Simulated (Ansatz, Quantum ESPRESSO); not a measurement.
# RbCaH3 (Pm-3m): modes at Γ and the response to a field

Wanted: the vibrations of RbCaH3 (Pm-3m) at Γ, by two programs.

Main program and level: Quantum ESPRESSO 7.5; DFT LDA, scalar-relativistic, plane waves, JTH PAW pseudopotentials.

## Step 1: The structure

It takes space group Pm-3m (No. 221, cubic). The conventional cell has a = 4.547 Å, b = 4.547 Å, c = 4.547 Å, α = 90.00°, β = 90.00°, γ = 90.00°. Nearest to Rb lie 12 H at 3.22 Å. Ca has 6 H at 2.27 Å nearest. H has 2 Ca at 2.27 Å and 8 H at 3.22 Å and 4 Rb at 3.22 Å nearest. Farther neighbours are not listed.

Coordinates:

```
CELL_PARAMETERS angstrom
4.54700 0.00000 0.00000
0.00000 4.54700 0.00000
0.00000 0.00000 4.54700
ATOMIC_POSITIONS crystal
Rb 0.00000 0.00000 0.00000
Ca 0.50000 0.50000 0.50000
H 0.00000 0.50000 0.50000
H 0.50000 0.00000 0.50000
H 0.50000 0.50000 0.00000
```

## Step 2: A probe with smearing

A cheap run with smearing and empty bands tells whether the crystal has a gap, which decides between fixed occupations and smearing later on.

Contents of probe.in:

```
&control
   calculation = 'scf'
   prefix = 'x'
   outdir = './tmp'
   pseudo_dir = './pseudo'
   tprnfor = .true.
   tstress = .true.
   verbosity = 'high'
/
&system
   ibrav = 1
   celldm(1) = 8.59258469
   nat = 5
   ntyp = 3
   ecutwfc = 40.0
   ecutrho = 200.0
   occupations = 'smearing'
   smearing = 'gaussian'
   degauss = 0.01
/
&electrons
   conv_thr = 1.0d-07
   mixing_beta = 0.7
   electron_maxstep = 100
/
ATOMIC_SPECIES
 Rb     85.4678  Rb.upf
 Ca     40.0780  Ca.upf
 H       1.0080  H.upf
ATOMIC_POSITIONS crystal
 Rb     0.000000000   0.000000000   0.000000000
 Ca     0.500000000   0.500000000   0.500000000
 H      0.000000000   0.500000000   0.500000000
 H      0.500000000   0.000000000   0.500000000
 H      0.500000000   0.500000000   0.000000000
K_POINTS automatic
 4 4 4 0 0 0
```

Run with:

```
$ OMP_NUM_THREADS=1 mpirun -n 4 pw.x -nk 4 -in probe.in > probe.out
```

The log of the run:

```text
[banners, grids, parts of the stress and lines that vanish by symmetry left out]
Program PWSCF v.7.5
     file Rb.upf: wavefunction(s)  4S 5S 4P 0P 0D renormalized
     file Ca.upf: wavefunction(s)  4S 3P 0P 3D 0D renormalized
[...]
kinetic-energy cutoff     =      40.0000  Ry
     charge density cutoff     =     200.0000  Ry
     scf convergence threshold =      1.0E-07
[...]
Exchange-correlation= SLA PW NOGX NOGC
                           (   1   4   0   0   0   0   0)
[...]
48 Sym. Ops., with inversion, found
[...]
(     0          1          0      )
                  (     0          0          1      )
[...]
(  0.0000000  1.0000000  0.0000000 )
                  (  0.0000000  0.0000000  1.0000000 )
[...]
(     0         -1          0      )
[...]
( -1.0000000  0.0000000  0.0000000 )
                  (  0.0000000  1.0000000  0.0000000 )
[...]
number of k points=    10  Gaussian smearing, width (Ry)=  0.0100
[...]
End of self-consistent calculation
[...]
the Fermi energy is     2.9195 ev
!    total energy              =    -366.48285118 Ry
[...]
convergence has been achieved in   6 iterations
[...]
atom    1 type  1   force =     0.00000000    0.00000000    0.00000000
     atom    2 type  2   force =     0.00000000    0.00000000    0.00000000
     atom    3 type  3   force =     0.00000000    0.00000000    0.00000000
     atom    4 type  3   force =     0.00000000    0.00000000    0.00000000
     atom    5 type  3   force =     0.00000000    0.00000000    0.00000000
[...]
Total force =     0.000000     Total SCF correction =     0.000000
[...]
total   stress  (Ry/bohr**3)                   (kbar)     P=      -24.35
[...]
XML data file, charge density, pseudopotentials, collected wavefunctions

   JOB DONE.
```

It took 3.5 s on 4 MPI ranks of Arm Neoverse V2, shared host; 14 s of CPU time.

This step gave:

* volume per atom: 18.80 Å³
* pressure: -2.435 GPa
* gap on the k-mesh: 2.939 eV

A gap of 2.9 eV opens on this mesh, so the crystal is taken as an insulator; the start stands at -2.4 GPa.

## Step 3: Relaxing the cell and atoms

The harmonic expansion starts where the forces on the atoms vanish, and stress shifts the frequencies, so cell and atoms are relaxed with tight thresholds.

Contents of relax.in:

```
&control
   calculation = 'vc-relax'
   prefix = 'x'
   outdir = './tmp'
   pseudo_dir = './pseudo'
   tprnfor = .true.
   tstress = .true.
   forc_conv_thr = 2.0d-05
   etot_conv_thr = 1.0d-07
   nstep = 40
/
&system
   ibrav = 1
   celldm(1) = 8.59258469
   nat = 5
   ntyp = 3
   ecutwfc = 40.0
   ecutrho = 200.0
   occupations = 'fixed'
   nbnd = 13
/
&electrons
   conv_thr = 1.0d-11
   mixing_beta = 0.7
   electron_maxstep = 100
/
&ions
/
&cell
   press_conv_thr = 0.1
/
ATOMIC_SPECIES
 Rb     85.4678  Rb.upf
 Ca     40.0780  Ca.upf
 H       1.0080  H.upf
ATOMIC_POSITIONS crystal
 Rb     0.000000000   0.000000000   0.000000000
 Ca     0.500000000   0.500000000   0.500000000
 H      0.000000000   0.500000000   0.500000000
 H      0.500000000   0.000000000   0.500000000
 H      0.500000000   0.500000000   0.000000000
K_POINTS automatic
 4 4 4 0 0 0
```

Run with:

```
$ OMP_NUM_THREADS=1 mpirun -n 4 pw.x -nk 4 -in relax.in > relax.out
```

The log of the run:

```text
[banners, grids, parts of the stress and lines that vanish by symmetry left out]
[banner, memory and clock lines left out]
Program PWSCF v.7.5

[...]
kinetic-energy cutoff     =      40.0000  Ry
     charge density cutoff     =     200.0000  Ry
     scf convergence threshold =      1.0E-11
[...]
energy convergence thresh.=      1.0E-07
     force convergence thresh. =      2.0E-05
     press convergence thresh. =      1.0E-01
     Exchange-correlation= SLA PW NOGX NOGC
                           (   1   4   0   0   0   0   0)
[...]
48 Sym. Ops., with inversion, found
[...]
number of k points=    10
[...]
End of self-consistent calculation
[...]
highest occupied, lowest unoccupied level (ev):     1.8652    4.8043
!    total energy              =    -366.48285121 Ry
[...]
convergence has been achieved in  11 iterations
[...]
atom    1 type  1   force =     0.00000000    0.00000000    0.00000000
     atom    2 type  2   force =     0.00000000    0.00000000    0.00000000
     atom    3 type  3   force =     0.00000000    0.00000000    0.00000000
     atom    4 type  3   force =     0.00000000    0.00000000    0.00000000
     atom    5 type  3   force =     0.00000000    0.00000000    0.00000000
     Total force =     0.000000     Total SCF correction =     0.000000
[...]
total   stress  (Ry/bohr**3)                   (kbar)     P=      -24.43
[...]
number of bfgs steps    =   0
[...]
CELL_PARAMETERS (alat=  8.59258469)
[...]
ATOMIC_POSITIONS (crystal)
Rb               0.0000000000        0.0000000000        0.0000000000
Ca               0.5000000000        0.5000000000        0.5000000000
H                0.0000000000        0.5000000000        0.5000000000
H                0.5000000000        0.0000000000        0.5000000000
[...]
New effective cutoffs (rho, wfc):  201.65   40.30
[...]
End of self-consistent calculation
[...]
highest occupied, lowest unoccupied level (ev):     1.9558    4.8849
!    total energy              =    -366.48408875 Ry
[...]
convergence has been achieved in   7 iterations
[...]
atom    1 type  1   force =     0.00000000    0.00000000    0.00000000
     atom    2 type  2   force =     0.00000000    0.00000000    0.00000000
     atom    3 type  3   force =     0.00000000    0.00000000    0.00000000
     atom    4 type  3   force =     0.00000000    0.00000000    0.00000000
     atom    5 type  3   force =     0.00000000    0.00000000    0.00000000
     Total force =     0.000000     Total SCF correction =     0.000000
[...]
total   stress  (Ry/bohr**3)                   (kbar)     P=      -21.82
[...]
number of bfgs steps    =   1
[...]
WARNING: bfgs curvature condition failed, Theta= 0.903
[...]
CELL_PARAMETERS (alat=  8.59258469)
[...]
ATOMIC_POSITIONS (crystal)
[...]
New effective cutoffs (rho, wfc):  204.19   40.81
[...]
End of self-consistent calculation
[...]
highest occupied, lowest unoccupied level (ev):     2.0956    5.0082
!    total energy              =    -366.48565807 Ry
[...]
convergence has been achieved in  10 iterations
[...]
atom    1 type  1   force =     0.00000000    0.00000000    0.00000000
     atom    2 type  2   force =     0.00000000    0.00000000    0.00000000
     atom    3 type  3   force =     0.00000000    0.00000000    0.00000000
[...]
Total force =     0.000000     Total SCF correction =     0.000000
[...]
total   stress  (Ry/bohr**3)                   (kbar)     P=      -10.73
[...]
number of bfgs steps    =   3
[...]
CELL_PARAMETERS (alat=  8.59258469)
[...]
ATOMIC_POSITIONS (crystal)
[...]
New effective cutoffs (rho, wfc):  214.10   42.79
[...]
End of self-consistent calculation
[...]
highest occupied, lowest unoccupied level (ev):     2.6581    5.4933
!    total energy              =    -366.48817958 Ry
[...]
convergence has been achieved in  13 iterations
[...]
Total force =     0.000000     Total SCF correction =     0.000000
[...]
total   stress  (Ry/bohr**3)                   (kbar)     P=        1.10
[...]
number of bfgs steps    =   4
[...]
CELL_PARAMETERS (alat=  8.59258469)
[...]
ATOMIC_POSITIONS (crystal)
[...]
New effective cutoffs (rho, wfc):  213.54   42.68
[...]
End of self-consistent calculation
[...]
highest occupied, lowest unoccupied level (ev):     2.6259    5.4659
!    total energy              =    -366.48818742 Ry
[...]
convergence has been achieved in   8 iterations
[...]
Total force =     0.000000     Total SCF correction =     0.000000
[...]
total   stress  (Ry/bohr**3)                   (kbar)     P=       -0.06
[...]
number of bfgs steps    =   5
[...]
CELL_PARAMETERS (alat=  8.59258469)
[...]
ATOMIC_POSITIONS (crystal)
[...]
New effective cutoffs (rho, wfc):  213.57   42.69
[...]
End of self-consistent calculation
[...]
highest occupied, lowest unoccupied level (ev):     2.6275    5.4673
!    total energy              =    -366.48818744 Ry
[...]
convergence has been achieved in   6 iterations
[...]
atom    3 type  3   force =     0.00000000    0.00000000    0.00000000
     atom    4 type  3   force =     0.00000000    0.00000000    0.00000000
     atom    5 type  3   force =     0.00000000    0.00000000    0.00000000
     Total force =     0.000000     Total SCF correction =     0.000000
[...]
total   stress  (Ry/bohr**3)                   (kbar)     P=       -0.00
[...]
bfgs converged in   7 scf cycles and   6 bfgs steps
[...]
End of BFGS Geometry Optimization
     Final enthalpy           =    -366.4881874448 Ry
     File ./tmp/x.bfgs deleted, as requested
[...]
CELL_PARAMETERS (alat=  8.59258469)
[...]
ATOMIC_POSITIONS (crystal)
[...]
H                0.5000000000        0.0000000000        0.5000000000
H                0.5000000000        0.5000000000        0.0000000000
[...]
Final scf calculation at the relaxed structure.
[...]
kinetic-energy cutoff     =      40.0000  Ry
     charge density cutoff     =     200.0000  Ry
     scf convergence threshold =      1.0E-13
[...]
press convergence thresh. =      1.0E-01
     Exchange-correlation= SLA PW NOGX NOGC
                           (   1   4   0   0   0   0   0)
[...]
48 Sym. Ops., with inversion, found
[...]
number of k points=    10
[...]
End of self-consistent calculation
[...]
highest occupied, lowest unoccupied level (ev):     2.6279    5.4674
!    total energy              =    -366.48775591 Ry
[...]
convergence has been achieved in  12 iterations
[...]
atom    1 type  1   force =     0.00000000    0.00000000    0.00000000
     atom    2 type  2   force =     0.00000000    0.00000000    0.00000000
     atom    3 type  3   force =     0.00000000    0.00000000    0.00000000
     atom    4 type  3   force =     0.00000000    0.00000000    0.00000000
     atom    5 type  3   force =     0.00000000    0.00000000    0.00000000
     Total force =     0.000000     Total SCF correction =     0.000000
[...]
total   stress  (Ry/bohr**3)                   (kbar)     P=       -0.61
[...]
XML data file, charge density, pseudopotentials, collected wavefunctions
```

Run time: 27 s. Hardware: 4 MPI ranks; 1.8 min of CPU time.

Step by step:

```csv
step,energy less that of the first step (eV),largest force (eV/Å),pressure (GPa),volume (Å³)
1,0.0000,0.0000,-2.44,94.01
2,-0.0168,0.0000,-2.18,92.84
3,-0.0382,0.0000,-1.76,91.11
4,-0.0609,0.0000,-1.07,88.56
5,-0.0725,0.0000,0.11,84.87
6,-0.0726,0.0000,-0.01,85.20
7,-0.0726,0.0000,0.00,85.18
8,-0.0667,0.0000,-0.06,85.18
```

```csv
"conventional cell, symmetrised",before,after,change
a (Å),4.547,4.400,-3.2 %
b (Å),4.547,4.400,-3.2 %
c (Å),4.547,4.400,-3.2 %
volume (Å³/atom),18.80,17.04,-9.4 %
```

The relaxed structure:

```
Rb Ca H
1.0
     4.39991    0.00000    0.00000
     0.00000    4.39991    0.00000
     0.00000    0.00000    4.39991
Rb Ca H
1 1 3
Direct
  0.00000 0.00000 0.00000
  0.50000 0.50000 0.50000
  0.00000 0.50000 0.50000
  0.50000 0.00000 0.50000
  0.50000 0.50000 0.00000
```

The last row of the table of steps is pw.x's closing run on a basis chosen anew for the final cell, so its energy can jump.

Read from the output:

```yaml
volume_per_atom: 17.04 Å³
pressure: -0.061 GPa
gap_on_the_k_mesh: 2.839 eV
```

The volume changes by -9.4 % from the cell with which this run began.

## Step 4: Ground state

The response is built on this ground state, so it is converged far tighter than an energy would need. With a gap, occupations are fixed, which also allows the response to an electric field.

Contents of scf.in:

```
&control
   calculation = 'scf'
   prefix = 'x'
   outdir = './tmp'
   pseudo_dir = './pseudo'
   tprnfor = .true.
   tstress = .true.
/
&system
   ibrav = 1
   celldm(1) = 8.31463207
   nat = 5
   ntyp = 3
   ecutwfc = 40.0
   ecutrho = 200.0
   occupations = 'fixed'
   nbnd = 13
/
&electrons
   conv_thr = 1.0d-12
   mixing_beta = 0.7
   electron_maxstep = 100
/
ATOMIC_SPECIES
 Rb     85.4678  Rb.upf
 Ca     40.0780  Ca.upf
 H       1.0080  H.upf
ATOMIC_POSITIONS crystal
 Rb     0.000000000   0.000000000   0.000000000
 Ca     0.500000000   0.500000000   0.500000000
 H      0.000000000   0.500000000   0.500000000
 H      0.500000000   0.000000000   0.500000000
 H      0.500000000   0.500000000   0.000000000
K_POINTS automatic
 4 4 4 0 0 0
```

Run with:

```
$ OMP_NUM_THREADS=1 mpirun -n 4 pw.x -nk 4 -in scf.in > scf.out
```

The log of the run:

```text
[banners, grids, parts of the stress and lines that vanish by symmetry left out]
[banner, memory and clock lines left out]
Program PWSCF v.7.5

[...]
kinetic-energy cutoff     =      40.0000  Ry
     charge density cutoff     =     200.0000  Ry
     scf convergence threshold =      1.0E-12
[...]
Exchange-correlation= SLA PW NOGX NOGC
                           (   1   4   0   0   0   0   0)
[...]
48 Sym. Ops., with inversion, found
[...]
number of k points=    10
[...]
End of self-consistent calculation
[...]
highest occupied, lowest unoccupied level (ev):     2.6279    5.4674
!    total energy              =    -366.48775591 Ry
[...]
convergence has been achieved in  12 iterations
[...]
atom    1 type  1   force =     0.00000000    0.00000000    0.00000000
     atom    2 type  2   force =     0.00000000    0.00000000    0.00000000
     atom    3 type  3   force =     0.00000000    0.00000000    0.00000000
     atom    4 type  3   force =     0.00000000    0.00000000    0.00000000
     atom    5 type  3   force =     0.00000000    0.00000000    0.00000000
     Total force =     0.000000     Total SCF correction =     0.000000
[...]
total   stress  (Ry/bohr**3)                   (kbar)     P=       -0.61
[...]
XML data file, charge density, pseudopotentials, collected wavefunctions
```

Run time: 4.8 s. Hardware: 4 MPI ranks.

The cell stands at -0.061 GPa, close enough for phonons.

(Continued in part 2 of 3.)

[Host names and launcher messages were left out of these logs when they were recorded.]

[Logs are printed without paths, hosts, clocks, repeated set-up lines and the standing remarks that a program may print on its own settings, such as how far it seeks lower states.]

[Hosts, paths, dates, database ids (printed as entryN), source tags and the programs' standing remarks are cut or masked in the printed files.]
